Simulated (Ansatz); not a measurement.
# A hypothetical structure for BC

This structure for BC is made up. Its elements were placed in a known structure type with a cell scaled to their sizes. What cell does the guess relax to, and how far off was it?

Method: DFT, PBE, plane-wave PAW, files of the set soft_1, scalar-relativistic, no spin, cell and ions relaxed at zero pressure; PAW set soft_1, in Ansatz 0.2.0.

### 1. The starting structure

It takes space group P6_3/mmc (No. 194, hexagonal). The conventional cell has a = 2.365 Å, b = 2.365 Å, c = 7.798 Å, α = 90.00°, β = 90.00°, γ = 120.00°. C has 3 B at 1.43 Å and 1 C at 1.54 Å nearest. B has 3 C at 1.43 Å and 1 B at 1.49 Å nearest. Farther neighbours are not listed.

### 2. Relaxation of the guess

The guessed cell has no reason to be at equilibrium. It is relaxed with the atoms, within the space group of the guess.

Contents of input.yaml:

```yaml
crystal:
  lattice:
    - [2.365, 0.0, 0.0]
    - [-1.1825, 2.04815008, 0.0]
    - [0.0, 0.0, 7.798]
  atoms:
    - { symbol: C, position: [0.666666667, 0.333333333, 0.8485] }
    - { symbol: C, position: [0.333333333, 0.666666667, 0.3485] }
    - { symbol: C, position: [0.666666667, 0.333333333, 0.6515] }
    - { symbol: C, position: [0.333333333, 0.666666667, 0.1515] }
    - { symbol: B, position: [0.0, 0.0, 0.9042] }
    - { symbol: B, position: [0.0, 0.0, 0.4042] }
    - { symbol: B, position: [0.0, 0.0, 0.5958] }
    - { symbol: B, position: [0.0, 0.0, 0.0958] }
kpoints:
  mp_grid: { grid: [13, 13, 4] }
scf:
  occupations: { method: fermi_dirac, width: 0.05 }
hamiltonian:
  xc: pbe
  pseudopotentials: { kind: paw, azcp: { folder: soft_1 } }
relax:
  f_tol: 0.015
  max_steps: 70
  cell: {}
output:
  forces: true
  stress: true
```

Launch:

```console
$ ansatz run input.yaml --threads 4 --pin off --max-ram 10240MiB --backend cpu --events-out ev --progress --plain --runs-dir out
```

Numbers of over 12 decimals in the logs are rounded to 6 here.

Log:

```text
Engine: ansatz 0.2.0, x86_64-unknown-linux-gnu
Pseudopotentials: kind: paw
Pseudopotential: C, paw, valence charge 4, recommended cutoff 420 eV (normal), soft_1/C.paw.azcp
Pseudopotential: B, paw, valence charge 3, recommended cutoff 420 eV (normal), soft_1/B.paw.azcp
Functional definition: PBE
  parameter kappa = 0.804
  parameter beta = 0.066725
  exchange = pbe_x(kappa = kappa, mu = beta*pi^2/3)
  correlation = pbe_c(beta = beta)
Crystal: 8 atoms, lattice volume = 37.773 Å³
Basis set: ecut = 420 eV, 723 PW (Γ), exchange–correlation on 32×32×108 points (8 copies of the dense FFT grid, shifted against one another)
Bands: 22, of which v1, the nominal top of the filled ones, is band 14 counted from 1 (13 counted from 0)
Symmetry: 24 space group operations
Space group: P63/mmc (ITA 194), of the structure as read, at distance tolerance 3.4e-5 Å
k-points: 63 of 676
Non-local potential: C, projectors of the file, l = 0: 2, l = 1: 2, l = 2: 1
Non-local potential: B, projectors of the file, l = 0: 2, l = 1: 2, l = 2: 1
PAW form: soft (Blöchl's): semilocal exchange-correlation on the pseudo side does not see the compensation charge
PAW one-centre angular grid: C, 110 points (default); XC on 64 Gauss nodes
PAW one-centre angular grid: B, 110 points (default); XC on 64 Gauss nodes
Initial density: superposition of atomic densities (chi_scale 0.1, normalization cell, long waves kept (reshape's long-wave potential 0.04 eV rms))
Initial wavefunctions: pseudopotential atomic-orbital guess
Functional: x = pbe(κ = 0.804, μ = 0.219515), c = pbe(β = 0.066725)
SCF iter   1: F=—  HF=-1617.425600 eV  |F-HF|=—  |Δ(HF+E_count)|=         —  Δρ=1.72e-1  dr2=8.63e0  ethr=3.10e-3  ⟨swp⟩=6.0  Hψ=7215  notcnv=0  defer=4
preconditioner: auto → none  [metal: Δε(μ)=0.011 eV  Ē_g=16.577 eV  σ=0.050 eV  W_gap=0.05  n_scr=6 (ndim 8)  ℏωp=32.0 eV  f_vac=0.000  D(μ)=3.49/eV (n_scr^D=52)  sad-step TF]
SCF iter   2: F=—  HF=-1615.189225 eV  |F-HF|=—  |Δ(HF+E_count)|=    2.24e0  Δρ=1.02e-1  dr2=3.31e0  ethr=3.10e-3  ⟨swp⟩=2.2  Hψ=3086  notcnv=0  defer=159
SCF iter   3: F=—  HF=-1613.907975 eV  |F-HF|=—  |Δ(HF+E_count)|=    1.28e0  Δρ=1.01e-2  dr2=4.38e-2  ethr=3.10e-3  ⟨swp⟩=3.1  Hψ=2742  notcnv=0  defer=159
SCF iter   4: F=—  HF=-1613.908723 eV  |F-HF|=—  |Δ(HF+E_count)|=   7.48e-4  Δρ=4.21e-3  dr2=1.11e-2  ethr=1.56e-4  ⟨swp⟩=2.7  Hψ=2719  notcnv=0  defer=157
SCF iter   5: F=—  HF=-1613.907607 eV  |F-HF|=—  |Δ(HF+E_count)|=   1.12e-3  Δρ=1.66e-3  dr2=1.01e-3  ethr=3.95e-5  ⟨swp⟩=2.5  Hψ=1887  notcnv=0  defer=157
SCF iter   6: F=—  HF=-1613.907606 eV  |F-HF|=—  |Δ(HF+E_count)|=   1.58e-6  Δρ=3.52e-4  dr2=4.44e-5  ethr=3.60e-6  ⟨swp⟩=2.4  Hψ=1978  notcnv=0  defer=157
SCF iter   7: F=—  HF=-1613.907606 eV  |F-HF|=—  |Δ(HF+E_count)|=   6.03e-7  Δρ=3.92e-5  dr2=5.56e-7  ethr=1.59e-7  ⟨swp⟩=2.7  Hψ=2150  notcnv=0  defer=157
SCF iter   8: F=-1613.907607 eV  HF=-1613.907607 eV  |F-HF|=4.19e-10  |Δ(HF+E_count)|=   1.14e-7  Δρ=2.50e-6  dr2=2.57e-9  ethr=3.57e-10  ⟨swp⟩=4.6  Hψ=4299  notcnv=0
SCF 1 converged in 8 iterations: F = -1613.907607 eV  dr2 = 2.57e-9
  greatest PAW one-centre occupation: 0.721 electrons in one spin orbital (limit 2), on the C atom at site 3 (counted from 0), in its partial waves of l = 0
relax step   1: F+E_penalty+E_count = -1613.90760653 eV  Δ(F+E_penalty+E_count) = +0.000e0 eV  max|allowed force component| = 3.553e0 eV/Å  Δτ_max = 0.0000 Å  P = +200.156 GPa  Ω = 37.773 Å³  (8 SCF iters, dr2 threshold 1.00e-7 eV, accepted)
Crystal: 8 atoms, lattice volume = 42.977 Å³
Basis set: ecut = 420 eV, 813 PW (Γ), exchange–correlation on 32×32×108 points (8 copies of the dense FFT grid, shifted against one another)
Initial density: handed on by an earlier stage of this run
Initial wavefunctions: those handed on with the density
iter 1 solved again at ethr=2.44e-3 eV; its pass at ethr=3.10e-3 eV (dr2=6.83e-1 eV) is discarded
SCF iter   1: F=—  HF=-1619.444097 eV  |F-HF|=—  |Δ(HF+E_count)|=         —  Δρ=3.50e-2  dr2=6.91e-1  ethr=2.44e-3  ⟨swp⟩=1.3  Hψ=8790  notcnv=0
preconditioner: auto → none  [metal: Δε(μ)=0.018 eV  Ē_g=15.287 eV  σ=0.050 eV  W_gap=0.09  n_scr=6 (ndim 8)  ℏωp=30.0 eV  f_vac=0.000  D(μ)=2.99/eV (n_scr^D=38)]
SCF iter   2: F=—  HF=-1619.277741 eV  |F-HF|=—  |Δ(HF+E_count)|=   1.66e-1  Δρ=1.31e-2  dr2=7.27e-2  ethr=2.44e-3  ⟨swp⟩=2.3  Hψ=2390  notcnv=0
SCF iter   3: F=—  HF=-1619.264403 eV  |F-HF|=—  |Δ(HF+E_count)|=   1.33e-2  Δρ=5.01e-3  dr2=9.96e-3  ethr=2.60e-4  ⟨swp⟩=2.9  Hψ=2724  notcnv=0  defer=48
SCF iter   4: F=—  HF=-1619.263744 eV  |F-HF|=—  |Δ(HF+E_count)|=   6.59e-4  Δρ=6.77e-4  dr2=7.07e-5  ethr=3.56e-5  ⟨swp⟩=2.5  Hψ=2254  notcnv=0  defer=48
SCF iter   5: F=—  HF=-1619.263785 eV  |F-HF|=—  |Δ(HF+E_count)|=   4.05e-5  Δρ=9.79e-5  dr2=2.12e-6  ethr=2.52e-7  ⟨swp⟩=2.3  Hψ=2133  notcnv=0  defer=48
SCF iter   6: F=-1619.263787 eV  HF=-1619.263787 eV  |F-HF|=2.25e-8  |Δ(HF+E_count)|=   2.33e-6  Δρ=1.09e-5  dr2=1.41e-8  ethr=2.86e-9  ⟨swp⟩=4.1  Hψ=4257  notcnv=0
SCF 2 converged in 6 iterations: F = -1619.263787 eV  dr2 = 1.41e-8
  greatest PAW one-centre occupation: 0.697 electrons in one spin orbital (limit 2), on the C atom at site 3 (counted from 0), in its partial waves of l = 0
relax step   2: F+E_penalty+E_count = -1619.26378693 eV  Δ(F+E_penalty+E_count) = -5.356e0 eV  max|allowed force component| = 2.116e0 eV/Å  Δτ_max = 0.0239 Å  P = +103.065 GPa  Ω = 42.977 Å³  energy of the carried Pulay correction = -1.445e-2 eV  (6 SCF iters, dr2 threshold 8.00e-7 eV, accepted)
Crystal: 8 atoms, lattice volume = 48.303 Å³
Basis set: ecut = 420 eV, 957 PW (Γ), exchange–correlation on 32×32×108 points (8 copies of the dense FFT grid, shifted against one another)
iter 1 solved again at ethr=2.01e-3 eV; its pass at ethr=3.10e-3 eV (dr2=5.62e-1 eV) is discarded
SCF iter   1: F=—  HF=-1622.231582 eV  |F-HF|=—  |Δ(HF+E_count)|=         —  Δρ=2.87e-2  dr2=5.73e-1  ethr=2.01e-3  ⟨swp⟩=1.2  Hψ=8494  notcnv=0
preconditioner: auto → none  [metal: Δε(μ)=0.025 eV  Ē_g=14.382 eV  σ=0.050 eV  W_gap=0.12  n_scr=6 (ndim 8)  ℏωp=28.3 eV  f_vac=0.000  D(μ)=2.89/eV (n_scr^D=38)]
SCF iter   2: F=—  HF=-1622.094982 eV  |F-HF|=—  |Δ(HF+E_count)|=   1.37e-1  Δρ=1.02e-2  dr2=5.95e-2  ethr=2.01e-3  ⟨swp⟩=2.1  Hψ=2349  notcnv=0
SCF iter   3: F=—  HF=-1622.083890 eV  |F-HF|=—  |Δ(HF+E_count)|=   1.11e-2  Δρ=4.28e-3  dr2=8.36e-3  ethr=2.13e-4  ⟨swp⟩=2.8  Hψ=2721  notcnv=0  defer=87
SCF iter   4: F=—  HF=-1622.083349 eV  |F-HF|=—  |Δ(HF+E_count)|=   5.41e-4  Δρ=5.98e-4  dr2=7.23e-5  ethr=2.99e-5  ⟨swp⟩=2.6  Hψ=2245  notcnv=0  defer=87
[...]
relax step  12: F+E_penalty+E_count = -1624.14167732 eV  Δ(F+E_penalty+E_count) = -6.059e-2 eV  max|allowed force component| = 6.817e-2 eV/Å  Δτ_max = 0.0221 Å  P = +1.859 GPa  Ω = 60.854 Å³  energy of the carried Pulay correction = -4.490e-3 eV  (6 SCF iters, dr2 threshold 8.00e-7 eV, accepted)
relax step  13: F+E_penalty+E_count = -1624.17119518 eV  Δ(F+E_penalty+E_count) = -2.952e-2 eV  max|allowed force component| = 5.012e-2 eV/Å  Δτ_max = 0.0320 Å  P = +0.318 GPa  Ω = 63.283 Å³  energy of the carried Pulay correction = -1.100e-2 eV  (6 SCF iters, dr2 threshold 8.00e-7 eV, accepted)
relax step  14: F+E_penalty+E_count = -1624.17443469 eV  Δ(F+E_penalty+E_count) = -3.240e-3 eV  max|allowed force component| = 1.939e-2 eV/Å  Δτ_max = 0.0213 Å  P = -0.063 GPa  Ω = 64.711 Å³  energy of the carried Pulay correction = -1.587e-2 eV  (6 SCF iters, dr2 threshold 6.82e-7 eV, accepted)
relax step  15: F+E_penalty+E_count = -1624.17330965 eV  Δ(F+E_penalty+E_count) = +1.125e-3 eV  max|allowed force component| = 1.312e-2 eV/Å  Δτ_max = 0.0072 Å  P = +0.138 GPa  Ω = 65.174 Å³  energy of the carried Pulay correction = -1.758e-2 eV  (6 SCF iters, dr2 threshold 9.00e-8 eV, accepted)
relax step  16: F+E_penalty+E_count = -1624.17329699 eV  Δ(F+E_penalty+E_count) = +1.265e-5 eV  max|allowed force component| = 1.152e-3 eV/Å  Δτ_max = 0.0008 Å  P = -0.007 GPa  Ω = 65.187 Å³  energy of the carried Pulay correction = -1.765e-2 eV  (6 SCF iters, dr2 threshold 1.65e-7 eV, accepted)
relax step  17: F+E_penalty+E_count = -1624.19868055 eV  Δ(F+E_penalty+E_count) = -2.538e-2 eV  max|allowed force component| = 1.651e-2 eV/Å  Δτ_max = 0.0000 Å  P = +0.081 GPa  Ω = 65.187 Å³  stress off target by 4.97e-1 GPa  SCF on the basis re-selected at this cell (its energy is not comparable with the rows above)  (6 SCF iters)
relax step  18: F+E_penalty+E_count = -1624.19966701 eV  Δ(F+E_penalty+E_count) = -9.865e-4 eV  max|allowed force component| = 1.678e-2 eV/Å  Δτ_max = 0.0127 Å  P = +0.052 GPa  Ω = 66.146 Å³  energy of the carried Pulay correction = -1.463e-3 eV  (6 SCF iters, dr2 threshold 6.17e-7 eV, accepted)
relax step  19: F+E_penalty+E_count = -1624.19902378 eV  Δ(F+E_penalty+E_count) = +6.432e-4 eV  max|allowed force component| = 6.760e-3 eV/Å  Δτ_max = 0.0065 Å  P = -0.142 GPa  Ω = 66.645 Å³  energy of the carried Pulay correction = -2.328e-3 eV  (6 SCF iters, dr2 threshold 1.76e-8 eV, accepted)
relax step  20: F+E_penalty+E_count = -1624.19928627 eV  Δ(F+E_penalty+E_count) = -2.625e-4 eV  max|allowed force component| = 4.913e-3 eV/Å  Δτ_max = 0.0012 Å  P = +0.076 GPa  Ω = 66.521 Å³  energy of the carried Pulay correction = -2.091e-3 eV  (6 SCF iters, dr2 threshold 1.01e-7 eV, accepted)
relax step  21: F+E_penalty+E_count = -1624.19924951 eV  Δ(F+E_penalty+E_count) = +3.676e-5 eV  max|allowed force component| = 2.786e-5 eV/Å  Δτ_max = 0.0001 Å  P = +0.001 GPa  Ω = 66.543 Å³  energy of the carried Pulay correction = -2.135e-3 eV  (6 SCF iters, dr2 threshold 1.90e-8 eV, accepted)
iter 1 solved again at ethr=5.92e-8 eV; its pass at ethr=3.10e-3 eV (dr2=1.66e-5 eV) is discarded
SCF iter   1: F=—  HF=-1624.201570 eV  |F-HF|=—  |Δ(HF+E_count)|=         —  Δρ=7.28e-5  dr2=3.67e-7  ethr=5.92e-8  ⟨swp⟩=3.3  Hψ=11003  notcnv=0
preconditioner: auto → none  [metal: Δε(μ)=0.081 eV  Ē_g=12.274 eV  σ=0.050 eV  W_gap=0.34  n_scr=6 (ndim 8)  ℏωp=24.1 eV  f_vac=0.000  D(μ)=0.99/eV (n_scr^D=4)]
SCF iter   2: F=—  HF=-1624.201619 eV  |F-HF|=—  |Δ(HF+E_count)|=   4.90e-5  Δρ=3.72e-5  dr2=9.24e-8  ethr=1.31e-9  ⟨swp⟩=2.1  Hψ=2190  notcnv=0
SCF iter   3: F=—  HF=-1624.201620 eV  |F-HF|=—  |Δ(HF+E_count)|=   1.72e-6  Δρ=2.35e-6  dr2=8.52e-9  ethr=3.30e-10  ⟨swp⟩=2.0  Hψ=2273  notcnv=0
SCF iter   4: F=—  HF=-1624.201620 eV  |F-HF|=—  |Δ(HF+E_count)|=  9.55e-10  Δρ=9.66e-7  dr2=7.52e-10  ethr=3.04e-11  ⟨swp⟩=2.0  Hψ=1887  notcnv=0
iter 5 did not close the SCF: its close was put off for the readings that it lacked (scf_convergence_deferred on its scf_iter line)
SCF iter   5: F=-1624.201620 eV  HF=-1624.201620 eV  |F-HF|=2.55e-11  |Δ(HF+E_count)|=  5.23e-11  Δρ=2.38e-7  dr2=1.61e-11  ethr=2.69e-12  ⟨swp⟩=2.2  Hψ=1960  notcnv=0
SCF iter   6: F=-1624.201620 eV  HF=-1624.201620 eV  |F-HF|=2.73e-12  |Δ(HF+E_count)|=  3.07e-11  Δρ=6.33e-8  dr2=6.61e-13  ethr=1.00e-12  ⟨swp⟩=3.0  Hψ=4427  notcnv=0
SCF 22 converged in 6 iterations: F = -1624.201620 eV  dr2 = 6.61e-13
relax step  22: F+E_penalty+E_count = -1624.20162043 eV  Δ(F+E_penalty+E_count) = -2.371e-3 eV  max|allowed force component| = 9.325e-4 eV/Å  Δτ_max = 0.0000 Å  P = +0.001 GPa  Ω = 66.543 Å³  stress off target by 4.18e-2 GPa  SCF on the basis re-selected at this cell (its energy is not comparable with the rows above)  (6 SCF iters)
basis re-selected at this cell: Δ(F+E_penalty+E_count) = -2.371e-3 eV, ΔP = +0.000 GPa vs the last step (what re-selecting the basis moved, of the pressure what is left beyond the Pulay correction that the steps carried, after the strain that the cell walked since its last selection, with what the two solves' SCF thresholds leave and, on support functions, any second-order correction that the steps lacked; it is no m [...]
SCF converged after 6 iterations
Free energy (F): -1624.201620 eV
Harris-Foulkes:  -1624.201620 eV  (|F-HF|=2.73e-12)
Internal energy: -1624.193619 eV  (E = F + TS)
E sigma→0 (E₀):  -1624.197620 eV
Entropy (-TS):   -0.008001 eV (-1.000 meV/atom)
Fermi energy:    7.283258 eV
--- Per-component energies (eV) ---
  E_band       = 15.594432
  E_kinetic    = 539.561495
  E_local      = -667.960202  (includes V_loc(G=0)·N_el)
  E_nonlocal   = 130.019780
  E_hartree    = 218.697630
  E_xc         = -317.043000
  E_vxc        = -382.886264  (∫ρ·V_xc dr)
  E_paw        = -712.031717  (= ΣΔE_a)
  E_vpaw       = -40.535723  (= ΣTr[D̂ρ^β])
  E_aug_tail   = 0.000091  (compensation charges beyond the density's cutoff)
  E_ewald      = -815.437695
  E_smearing   = -0.008001  (= −TS)
  E_closure    = -0.000000  (closes the sum)
  Σ components = -1624.201620   (vs F -1624.201620, Δ=0.00e0)
--- Forces (eV/Å), atoms counted from 1 ---
  atom   1  C      0.00000000     0.00000000    -0.00093253
  atom   2  C     -0.00000000    -0.00000000    -0.00093253
  atom   3  C      0.00000000     0.00000000     0.00093253
  atom   4  C     -0.00000000    -0.00000000     0.00093253
  atom   5  B     -0.00000000    -0.00000000     0.00027098
  atom   6  B      0.00000000     0.00000000     0.00027098
  atom   7  B     -0.00000000    -0.00000000    -0.00027098
  atom   8  B      0.00000000     0.00000000    -0.00027098
  max |Σ_I F_I| component: 3.70e-17 eV/Å
--- Stress (GPa, compression-positive) ---
       -0.019857      -0.000000      -0.000000
        0.000000      -0.019857      -0.000000
       -0.000000      -0.000000       0.041805
  P = ⅓ Tr σ = 0.0007 GPa (0.007 kbar)
--- Relaxed structure (19 steps of the walk, 18 accepted, 3 SCFs on fresh bases) ---
  F+E_penalty+E_count = -1624.20162043 eV   max|allowed force component| = 9.325e-4 eV/Å   (the final SCF, on the basis selected at the relaxed cell)
  cell:  # Å, volume = 66.5429 Å³
    - [2.725400, 0, 0]
    - [-1.362700, 2.360266, 1.8151477391105935e-17]
    - [0, 6.910881291353662e-17, 10.344531]
  atoms:
    - { symbol: C, position: [0.666667, 0.333333, 0.841580] }
    - { symbol: C, position: [0.333333, 0.666667, 0.341580] }
    - { symbol: C, position: [0.666667, 0.333333, 0.658420] }
    - { symbol: C, position: [0.333333, 0.666667, 0.158420] }
    - { symbol: B, position: [-1.788087161215236e-18, -3.57617432243042e-18, 0.853438] }
    - { symbol: B, position: [-1.7880871612152387e-18, -3.5761743224304374e-18, 0.353438] }
    - { symbol: B, position: [1.7880871612152237e-18, 3.5761743224304536e-18, 0.646562] }
    - { symbol: B, position: [1.7880871612151613e-18, 3.576174322430362e-18, 0.146562] }
```

It took 18 s on 4 threads of AMD EPYC 7B13 (Zen 3), shared host; peak memory 0.46 GiB.

Relaxation path:

```csv
step,energy less that of the first step (eV),largest force component (eV/Å),pressure (GPa),volume (Å³)
1,0.0000,3.5530,200.16,37.77
2,-5.3562,2.1156,103.06,42.98
3,-8.1758,1.4981,42.03,48.30
4,-9.3752,1.4838,4.52,54.62
5,-9.5788,0.8091,0.09,55.66
6,-9.7757,0.1491,-1.67,57.91
7,-9.7534,0.2014,6.09,58.12
8,-9.8041,0.0308,0.59,58.27
9,-9.8044,0.0291,-0.17,58.62
10,-9.8045,0.0075,-0.04,58.62
11*,-10.1735,0.0113,5.64,58.62
12,-10.2341,0.0682,1.86,60.85
13,-10.2636,0.0501,0.32,63.28
14,-10.2668,0.0194,-0.06,64.71
15,-10.2657,0.0131,0.14,65.17
16,-10.2657,0.0012,-0.01,65.19
17*,-10.2911,0.0165,0.08,65.19
18,-10.2921,0.0168,0.05,66.15
19,-10.2914,0.0068,-0.14,66.65
20,-10.2917,0.0049,0.08,66.52
21,-10.2916,0.0000,0.00,66.54
22*,-10.2940,0.0009,0.00,66.54
```

Relaxation steps marked * repeat the geometry before them on a plane-wave basis chosen anew for their cell, so energy and pressure can jump there. Relaxation step 7 was tried and not accepted.

The run keeps the 24 symmetry operations that it works with, so distortions that break them were not tested.

```csv
cell as run,before,after,change
a (Å),2.365,2.725,+15.2 %
b (Å),2.365,2.725,+15.2 %
c (Å),7.798,10.345,+32.7 %
volume (Å³/atom),4.72,8.32,+76.2 %
```

The atoms that moved most (Å, as changes of fractional coordinates times the final cell):

```csv
atom,dx,dy,dz,length
B6,0.000,0.000,-0.525,0.525
B8,0.000,0.000,0.525,0.525
B7,0.000,0.000,0.525,0.525
B5,0.000,0.000,-0.525,0.525
C2,0.000,0.000,-0.072,0.072
C3,0.000,0.000,0.072,0.072
C4,0.000,0.000,0.072,0.072
C1,0.000,0.000,-0.072,0.072
```

The relaxed structure:

```xyz
8
Lattice="2.7254 0.0000 0.0000 -1.3627 2.3603 0.0000 0.0000 0.0000 10.3445" Properties=species:S:1:pos:R:3 pbc="T T T"
C     1.3627    0.7868    8.7057
C     0.0000    1.5735    3.5335
C     1.3627    0.7868    6.8110
C     0.0000    1.5735    1.6388
B     0.0000    0.0000    8.8284
B     0.0000    0.0000    3.6562
B     0.0000    0.0000    6.6884
B     0.0000    0.0000    1.5161
```

This step gave:

* free energy: -1624.2016 eV
* energy at zero smearing: -1624.1976 eV
* smearing term TS: 0.008001 eV
* Fermi energy: 7.283 eV
* electrons: 28
* symmetry operations: 24
* pressure: 6.97e-4 GPa

Shortest distances by pair of elements, guess and relaxed (not always the same contact):

```csv
pair,guess (Å),relaxed (Å)
B–C,1.433,1.578
C–C,1.536,1.895
B–B,1.494,2.140
```

The relaxation ends with a largest force component of 9.3e-4 eV/Å and a pressure of 0.00 GPa.

### 3. Summary of results

| Property | Result |
| --- | --- |
| space group, relaxed | P6_3/mmc |
| conventional cell | a = 2.725, b = 2.725, c = 10.345 Å; α = 90.0°, β = 90.0°, γ = 120.0° |
| volume per atom | 8.32 Å³ (guess 4.72) |

What this shows: BC relaxes to P6_3/mmc with a = 2.725, b = 2.725 and c = 10.345 Å. The guessed volume was 43 % too small. The space group P6_3/mmc was held in the relaxation, so the end point is a stationary structure within it and may be a saddle against distortions or other arrangements. Mesh and cutoff weren't tested. A vector of the cell changed its length by 33 %, so the starting arrangement is largely lost and the mesh was laid for another shape. No dispersion term is used, so weakly bound directions may come out too long. Nothing here tests whether the compound is stable against decomposition.

[Logs are printed without paths, hosts, clocks, repeated set-up lines and the standing remarks that a program may print on its own settings, such as how far it seeks lower states.]

[Hosts, paths, dates, database ids (printed as entryN), source tags and the programs' standing remarks are cut or masked in the printed files.]
